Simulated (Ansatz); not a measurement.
# A frame of liquid hydrogen fluoride from 293 K (112 atoms): geometry optimisation, part 2 of 3

Wanted: the relaxed structure of a frame of liquid hydrogen fluoride from 293 K (112 atoms) and its electronic structure.

Ansatz 0.2.0; Kohn-Sham DFT, PBE, PAW (set soft_2), plane waves.

The cell: 56 F and 56 H. The starting topology of bonds comes from the classical model. The Brillouin zone is sampled at Γ only, in a cell whose shortest periodic width is 12 Å.

So far. Step 2 (Single point at the start): The r.m.s. force component of 0.80 eV/Å and the pressure of 3.6 GPa set the starting point.

### Step 3. Relaxation

The atoms are relaxed in the fixed cell, aiming at the force tolerance of the input.

input.yaml reads:

```yaml
crystal:
  lattice:
    - [12.25582, 0.0, 0.0]
    - [0.0, 12.25582, 0.0]
    - [0.0, 0.0, 12.25582]
  atoms:
    [... the 112 atom lines of step 2 ...]
kpoints:
  mp_grid: { grid: [1, 1, 1] }
hamiltonian:
  xc: pbe
scf:
  occupations: { method: fermi_dirac, width: 0.025 }
output:
  forces: true
relax:
  f_tol: 0.05
  max_steps: 200
```

Started as:

```
$ ansatz run input.yaml --threads 4 --pin off --max-ram 8192MiB --backend cpu --events-out ev --progress --plain --runs-dir out
```

Numbers of over 12 decimals in the logs are rounded to 6 here.

Output:

```text
[...]
Crystal: 112 atoms, lattice volume = 1840.887 Å³
Basis set: ecut = 420 eV, 36041 PW (Γ), exchange–correlation on 180×180×180 points (8 copies of the dense FFT grid, shifted against one another)
Bands: 336, of which v1, the nominal top of the filled ones, is band 224 counted from 1 (223 counted from 0)
Symmetry: 1 space group operations
[...]
k-points: 1
[...]
SCF iter   1: F=—  HF=-46167.609710 eV  |F-HF|=—  |Δ(HF+E_count)|=         —  Δρ=3.96e-3  dr2=2.47e-1  ethr=1.77e-3  ⟨swp⟩=6.0  Hψ=1409  notcnv=0  defer=80
[...]
SCF iter   6: F=-46167.531014 eV  HF=-46167.531015 eV  |F-HF|=4.37e-7  |Δ(HF+E_count)|=   6.02e-6  Δρ=1.79e-5  dr2=2.03e-6  ethr=8.86e-9  ⟨swp⟩=3.0  Hψ=1148  notcnv=0
SCF 1 converged in 6 iterations: F = -46167.531014 eV  dr2 = 2.03e-6
[...]
relax step   1: F+E_penalty+E_count = -46167.53101416 eV  Δ(F+E_penalty+E_count) = +0.000e0 eV  max|allowed force component| = 3.042e0 eV/Å  Δτ_max = 0.0000 Å  (6 SCF iters, dr2 threshold 6.25e-5 eV, accepted)
[...]
relax step   2: F+E_penalty+E_count = -46171.55986578 eV  Δ(F+E_penalty+E_count) = -4.029e0 eV  max|allowed force component| = 1.070e0 eV/Å  Δτ_max = 0.1910 Å  (6 SCF iters, dr2 threshold 1.00e-4 eV, accepted)
[...]
relax step   3: F+E_penalty+E_count = -46174.32960450 eV  Δ(F+E_penalty+E_count) = -2.770e0 eV  max|allowed force component| = 1.598e0 eV/Å  Δτ_max = 0.1946 Å  (6 SCF iters, dr2 threshold 7.16e-5 eV, accepted)
relax step   4: F+E_penalty+E_count = -46175.34319097 eV  Δ(F+E_penalty+E_count) = -1.014e0 eV  max|allowed force component| = 1.152e0 eV/Å  Δτ_max = 0.1928 Å  (6 SCF iters, dr2 threshold 1.00e-4 eV, accepted)
relax step   5: F+E_penalty+E_count = -46176.12462122 eV  Δ(F+E_penalty+E_count) = -7.814e-1 eV  max|allowed force component| = 6.382e-1 eV/Å  Δτ_max = 0.1943 Å  (6 SCF iters, dr2 threshold 1.00e-4 eV, accepted)
relax step   6: F+E_penalty+E_count = -46176.71272367 eV  Δ(F+E_penalty+E_count) = -5.881e-1 eV  max|allowed force component| = 6.226e-1 eV/Å  Δτ_max = 0.1946 Å  (6 SCF iters, dr2 threshold 1.00e-4 eV, accepted)
relax step   7: F+E_penalty+E_count = -46177.20699315 eV  Δ(F+E_penalty+E_count) = -4.943e-1 eV  max|allowed force component| = 3.403e-1 eV/Å  Δτ_max = 0.2000 Å  (6 SCF iters, dr2 threshold 1.00e-4 eV, accepted)
relax step   8: F+E_penalty+E_count = -46177.51034922 eV  Δ(F+E_penalty+E_count) = -3.034e-1 eV  max|allowed force component| = 4.580e-1 eV/Å  Δτ_max = 0.1935 Å  (6 SCF iters, dr2 threshold 3.46e-5 eV, accepted)
relax step   9: F+E_penalty+E_count = -46177.74950951 eV  Δ(F+E_penalty+E_count) = -2.392e-1 eV  max|allowed force component| = 1.228e-1 eV/Å  Δτ_max = 0.2000 Å  (6 SCF iters, dr2 threshold 6.27e-5 eV, accepted)
relax step  10: F+E_penalty+E_count = -46177.89670725 eV  Δ(F+E_penalty+E_count) = -1.472e-1 eV  max|allowed force component| = 3.538e-1 eV/Å  Δτ_max = 0.1924 Å  (8 SCF iters, accepted)
relax step  11: F+E_penalty+E_count = -46177.99935967 eV  Δ(F+E_penalty+E_count) = -1.027e-1 eV  max|allowed force component| = 4.116e-1 eV/Å  Δτ_max = 0.1949 Å  (6 SCF iters, dr2 threshold 8.99e-6 eV, accepted)
relax step  12: F+E_penalty+E_count = -46178.10766433 eV  Δ(F+E_penalty+E_count) = -1.083e-1 eV  max|allowed force component| = 2.124e-1 eV/Å  Δτ_max = 0.1953 Å  (6 SCF iters, dr2 threshold 1.00e-4 eV, accepted)
relax step  13: F+E_penalty+E_count = -46178.17567713 eV  Δ(F+E_penalty+E_count) = -6.801e-2 eV  max|allowed force component| = 3.116e-1 eV/Å  Δτ_max = 0.1951 Å  (6 SCF iters, dr2 threshold 1.20e-5 eV, accepted)
relax step  14: F+E_penalty+E_count = -46178.22861696 eV  Δ(F+E_penalty+E_count) = -5.294e-2 eV  max|allowed force component| = 3.679e-1 eV/Å  Δτ_max = 0.1951 Å  (6 SCF iters, dr2 threshold 2.59e-5 eV, accepted)
relax step  15: F+E_penalty+E_count = -46178.27103781 eV  Δ(F+E_penalty+E_count) = -4.242e-2 eV  max|allowed force component| = 5.092e-1 eV/Å  Δτ_max = 0.1814 Å  (6 SCF iters, dr2 threshold 1.00e-4 eV, accepted)
relax step  16: F+E_penalty+E_count = -46178.30988881 eV  Δ(F+E_penalty+E_count) = -3.885e-2 eV  max|allowed force component| = 3.523e-1 eV/Å  Δτ_max = 0.1696 Å  (5 SCF iters, dr2 threshold 1.00e-4 eV, accepted)
relax step  17: F+E_penalty+E_count = -46178.33259021 eV  Δ(F+E_penalty+E_count) = -2.270e-2 eV  max|allowed force component| = 2.411e-1 eV/Å  Δτ_max = 0.1948 Å  (6 SCF iters, dr2 threshold 5.94e-5 eV, accepted)
relax step  18: F+E_penalty+E_count = -46178.36208813 eV  Δ(F+E_penalty+E_count) = -2.950e-2 eV  max|allowed force component| = 1.683e-1 eV/Å  Δτ_max = 0.1082 Å  (5 SCF iters, dr2 threshold 2.72e-5 eV, accepted)
relax step  19: F+E_penalty+E_count = -46178.32831473 eV  Δ(F+E_penalty+E_count) = +3.377e-2 eV  max|allowed force component| = 1.149e0 eV/Å  Δτ_max = 0.1933 Å  (6 SCF iters, dr2 threshold 1.33e-5 eV, rejected (line search))
relax step  20: F+E_penalty+E_count = -46178.38625434 eV  Δ(F+E_penalty+E_count) = -2.417e-2 eV  max|allowed force component| = 2.361e-1 eV/Å  Δτ_max = 0.0967 Å  (8 SCF iters, accepted)
[...]
relax step  24: F+E_penalty+E_count = -46178.47629008 eV  Δ(F+E_penalty+E_count) = -2.505e-2 eV  max|allowed force component| = 1.667e-1 eV/Å  Δτ_max = 0.1939 Å  (6 SCF iters, dr2 threshold 7.07e-6 eV, accepted)
relax step  25: F+E_penalty+E_count = -46178.50155267 eV  Δ(F+E_penalty+E_count) = -2.526e-2 eV  max|allowed force component| = 1.157e-1 eV/Å  Δτ_max = 0.1946 Å  (6 SCF iters, dr2 threshold 2.78e-5 eV, accepted)
relax step  26: F+E_penalty+E_count = -46178.52413328 eV  Δ(F+E_penalty+E_count) = -2.258e-2 eV  max|allowed force component| = 1.794e-1 eV/Å  Δτ_max = 0.1957 Å  (6 SCF iters, dr2 threshold 6.46e-6 eV, accepted)
relax step  27: F+E_penalty+E_count = -46178.53826746 eV  Δ(F+E_penalty+E_count) = -1.413e-2 eV  max|allowed force component| = 1.871e-1 eV/Å  Δτ_max = 0.1224 Å  (6 SCF iters, dr2 threshold 1.55e-5 eV, accepted)
relax step  28: F+E_penalty+E_count = -46178.55338248 eV  Δ(F+E_penalty+E_count) = -1.512e-2 eV  max|allowed force component| = 1.953e-1 eV/Å  Δτ_max = 0.1127 Å  (5 SCF iters, dr2 threshold 3.50e-5 eV, accepted)
relax step  29: F+E_penalty+E_count = -46178.56870870 eV  Δ(F+E_penalty+E_count) = -1.533e-2 eV  max|allowed force component| = 1.675e-1 eV/Å  Δτ_max = 0.1047 Å  (5 SCF iters, dr2 threshold 3.81e-5 eV, accepted)
[...]
relax step  36: F+E_penalty+E_count = -46178.65583541 eV  Δ(F+E_penalty+E_count) = -1.018e-2 eV  max|allowed force component| = 5.020e-2 eV/Å  Δτ_max = 0.0828 Å  (5 SCF iters, dr2 threshold 7.80e-6 eV, accepted)
relax step  37: F+E_penalty+E_count = -46178.66639462 eV  Δ(F+E_penalty+E_count) = -1.056e-2 eV  max|allowed force component| = 6.085e-2 eV/Å  Δτ_max = 0.1440 Å  (8 SCF iters, accepted)
relax step  38: F+E_penalty+E_count = -46178.67779100 eV  Δ(F+E_penalty+E_count) = -1.140e-2 eV  max|allowed force component| = 1.172e-1 eV/Å  Δτ_max = 0.1961 Å  (8 SCF iters, accepted)
relax step  39: F+E_penalty+E_count = -46178.68328910 eV  Δ(F+E_penalty+E_count) = -5.498e-3 eV  max|allowed force component| = 2.639e-1 eV/Å  Δτ_max = 0.1993 Å  (6 SCF iters, dr2 threshold 1.37e-5 eV, accepted)
relax step  40: F+E_penalty+E_count = -46178.69048486 eV  Δ(F+E_penalty+E_count) = -7.196e-3 eV  max|allowed force component| = 1.377e-1 eV/Å  Δτ_max = 0.0442 Å  (5 SCF iters, dr2 threshold 6.96e-5 eV, accepted)
relax step  41: F+E_penalty+E_count = -46178.70179119 eV  Δ(F+E_penalty+E_count) = -1.131e-2 eV  max|allowed force component| = 8.450e-2 eV/Å  Δτ_max = 0.1997 Å  (6 SCF iters, dr2 threshold 5.16e-6 eV, accepted)
relax step  42: F+E_penalty+E_count = -46178.70938547 eV  Δ(F+E_penalty+E_count) = -7.594e-3 eV  max|allowed force component| = 9.925e-2 eV/Å  Δτ_max = 0.1938 Å  (8 SCF iters, accepted)
relax step  43: F+E_penalty+E_count = -46178.71456232 eV  Δ(F+E_penalty+E_count) = -5.177e-3 eV  max|allowed force component| = 1.496e-1 eV/Å  Δτ_max = 0.1934 Å  (6 SCF iters, dr2 threshold 3.71e-6 eV, accepted)
relax step  44: F+E_penalty+E_count = -46178.71768656 eV  Δ(F+E_penalty+E_count) = -3.124e-3 eV  max|allowed force component| = 1.630e-1 eV/Å  Δτ_max = 0.1278 Å  (5 SCF iters, dr2 threshold 2.24e-5 eV, accepted)
relax step  45: F+E_penalty+E_count = -46178.72096752 eV  Δ(F+E_penalty+E_count) = -3.281e-3 eV  max|allowed force component| = 1.037e-1 eV/Å  Δτ_max = 0.0838 Å  (5 SCF iters, dr2 threshold 2.66e-5 eV, accepted)
relax step  46: F+E_penalty+E_count = -46178.72547540 eV  Δ(F+E_penalty+E_count) = -4.508e-3 eV  max|allowed force component| = 6.249e-2 eV/Å  Δτ_max = 0.1913 Å  (6 SCF iters, dr2 threshold 4.36e-6 eV, accepted)
relax step  47: F+E_penalty+E_count = -46178.72732020 eV  Δ(F+E_penalty+E_count) = -1.845e-3 eV  max|allowed force component| = 4.632e-2 eV/Å  Δτ_max = 0.1012 Å  (8 SCF iters, accepted)
relax step  48: F+E_penalty+E_count = -46178.72893698 eV  Δ(F+E_penalty+E_count) = -1.617e-3 eV  max|allowed force component| = 6.018e-2 eV/Å  Δτ_max = 0.1078 Å  (8 SCF iters, accepted)
relax step  49: F+E_penalty+E_count = -46178.73006992 eV  Δ(F+E_penalty+E_count) = -1.133e-3 eV  max|allowed force component| = 4.171e-2 eV/Å  Δτ_max = 0.0579 Å  (7 SCF iters, accepted)
relax step  50: F+E_penalty+E_count = -46178.73116307 eV  Δ(F+E_penalty+E_count) = -1.093e-3 eV  max|allowed force component| = 3.037e-2 eV/Å  Δτ_max = 0.0578 Å  (7 SCF iters, accepted)
[...]
relax step  51: F+E_penalty+E_count = -46178.73198246 eV  Δ(F+E_penalty+E_count) = -8.194e-4 eV  max|allowed force component| = 2.972e-2 eV/Å  Δτ_max = 0.0609 Å  (7 SCF iters, accepted)
SCF converged after 7 iterations
Free energy (F): -46178.731982 eV
[...]
Internal energy: -46178.731982 eV  (E = F + TS)
E sigma→0 (E₀):  -46178.731982 eV
Fermi energy:    -2.670267 eV
[...]
--- Forces (eV/Å), atoms counted from 1 ---
  atom   1  F      0.00177555     0.00025127    -0.00244217
  atom   2  H     -0.00048656    -0.00079653     0.00047261
  atom   3  F     -0.00089017     0.00000648    -0.00284328
  atom   4  H      0.00327124     0.00156557     0.00501807
  atom   5  F     -0.00049893     0.00026705     0.00070460
  atom   6  H      0.00096575     0.00134642     0.00047090
  atom   7  F     -0.00069782     0.00257213     0.00040688
  atom   8  H      0.00026313    -0.00069540    -0.00151592
  atom   9  F     -0.00333749     0.00077467     0.00166898
  atom  10  H     -0.00039640    -0.00189092    -0.00199326
  atom  11  F      0.00332313    -0.00188185    -0.00043231
  atom  12  H     -0.00344653     0.00213152     0.00047732
  atom  13  F     -0.00562892    -0.00622851    -0.00709073
  atom  14  H      0.00400411     0.00543646     0.00333179
[...]
atom 111  F     -0.00067243    -0.00107406     0.00063907
  atom 112  H      0.00137258     0.00109956    -0.00113486
  max |Σ_I F_I| component: 4.85e-5 eV/Å
--- Relaxed structure (51 steps of the walk, 50 accepted, 0 SCFs on fresh bases) ---
  F+E_penalty+E_count = -46178.73198246 eV   max|allowed force component| = 2.972e-2 eV/Å
  atoms:
    - { symbol: F, position: [0.217237, 0.494937, 0.395959] }
    - { symbol: H, position: [0.271496, 0.536594, 0.352566] }
    - { symbol: F, position: [0.144305, 0.517176, 0.104345] }
    - { symbol: H, position: [0.102427, 0.455039, 0.074206] }
[...]
- { symbol: H, position: [0.109279, 0.878088, 0.363838] }
```

Elapsed: 4.6 min, on 4 threads of Intel Xeon Platinum 8488C (Sapphire Rapids), shared host; peak memory 2.1 GiB; 17 min of CPU time.

Relaxation path (22 of 51):

| step | energy less that of the first step (eV) | largest force component (eV/Å) |
| --- | --- | --- |
| 1 | 0.0000 | 3.0421 |
| 3 | -6.7986 | 1.5982 |
| 6 | -9.1817 | 0.6226 |
| 8 | -9.9793 | 0.4580 |
| 11 | -10.4683 | 0.4116 |
| 13 | -10.6447 | 0.3116 |
| 15 | -10.7400 | 0.5092 |
| 18 | -10.8311 | 0.1683 |
| 20 | -10.8552 | 0.2361 |
| 22 | -10.8947 | 0.0661 |
| 25 | -10.9705 | 0.1157 |
| 27 | -11.0073 | 0.1871 |
| 30 | -11.0537 | 0.2385 |
| 32 | -11.0746 | 0.1930 |
| 34 | -11.1029 | 0.3915 |
| 37 | -11.1354 | 0.0608 |
| 39 | -11.1523 | 0.2639 |
| 41 | -11.1708 | 0.0845 |
| 44 | -11.1867 | 0.1630 |
| 46 | -11.1945 | 0.0625 |
| 49 | -11.1991 | 0.0417 |
| 51 | -11.2010 | 0.0297 |

Relaxation step 19 was tried and not accepted.

The atoms that moved most (Å):

| atom | dx | dy | dz | length |
| --- | --- | --- | --- | --- |
| F103 | -0.191 | -1.787 | -2.210 | 2.848 |
| H4 | -0.111 | -2.046 | -1.719 | 2.674 |
| F73 | -0.288 | 2.599 | 0.319 | 2.634 |
| H74 | -0.077 | 2.408 | 0.813 | 2.543 |
| F101 | 0.342 | 1.958 | 1.480 | 2.478 |
| H82 | 0.216 | 1.635 | 1.845 | 2.474 |
| F81 | 0.254 | 1.579 | 1.769 | 2.385 |
| H104 | -0.156 | -1.677 | -1.643 | 2.353 |

The relaxation changed the energy by -100 meV/atom, and atoms moved by 1.6 Å r.m.s., 2.8 Å at most.

### Step 4. Local order after relaxation

Density 1.01 g/cm³, 16.44 Å³ an atom.

g(r), total and by pair (bins of 0.2 Å):

| r (Å) | total | F-F | F-H | H-H |
| --- | --- | --- | --- | --- |
| 0.90 | 6.90 | 0.00 | 13.75 | 0.00 |
| 1.10 | 0.00 | 0.00 | 0.00 | 0.00 |
| 1.30 | 0.00 | 0.00 | 0.00 | 0.00 |
| 1.50 | 3.21 | 0.00 | 6.40 | 0.00 |
| 1.70 | 0.00 | 0.00 | 0.00 | 0.00 |
| 1.90 | 0.03 | 0.00 | 0.00 | 0.12 |
| 2.10 | 1.49 | 0.00 | 0.00 | 5.96 |
| 2.30 | 0.00 | 0.00 | 0.00 | 0.00 |
| 2.50 | 1.11 | 4.45 | 0.00 | 0.00 |
| 2.70 | 0.00 | 0.00 | 0.00 | 0.00 |
| 2.90 | 0.42 | 0.05 | 0.78 | 0.05 |
| 3.10 | 1.40 | 0.96 | 2.20 | 0.23 |
| 3.30 | 1.52 | 1.63 | 1.79 | 0.85 |
| 3.50 | 1.10 | 1.60 | 0.80 | 1.21 |
| 3.70 | 1.08 | 0.96 | 0.95 | 1.47 |
| 3.90 | 1.29 | 0.82 | 1.23 | 1.88 |
| 4.10 | 1.58 | 1.91 | 1.24 | 1.94 |
| 4.30 | 1.04 | 1.12 | 1.04 | 0.94 |
| 4.50 | 0.90 | 0.67 | 0.94 | 1.04 |
| 4.70 | 0.79 | 0.67 | 0.90 | 0.70 |
| 4.90 | 0.98 | 0.79 | 1.11 | 0.93 |
| 5.10 | 1.02 | 0.92 | 1.10 | 0.97 |
| 5.30 | 0.95 | 1.02 | 1.03 | 0.73 |
| 5.50 | 0.96 | 1.05 | 0.93 | 0.96 |
| 5.70 | 0.99 | 1.19 | 0.87 | 1.01 |
| 5.90 | 0.88 | 0.95 | 0.81 | 0.94 |

[end of part 2 of 3]

[Logs are printed without paths, hosts, clocks, repeated set-up lines and the standing remarks that a program may print on its own settings, such as how far it seeks lower states.]

[Hosts, paths, dates, database ids (printed as entryN), source tags and the programs' standing remarks are cut or masked in the printed files.]
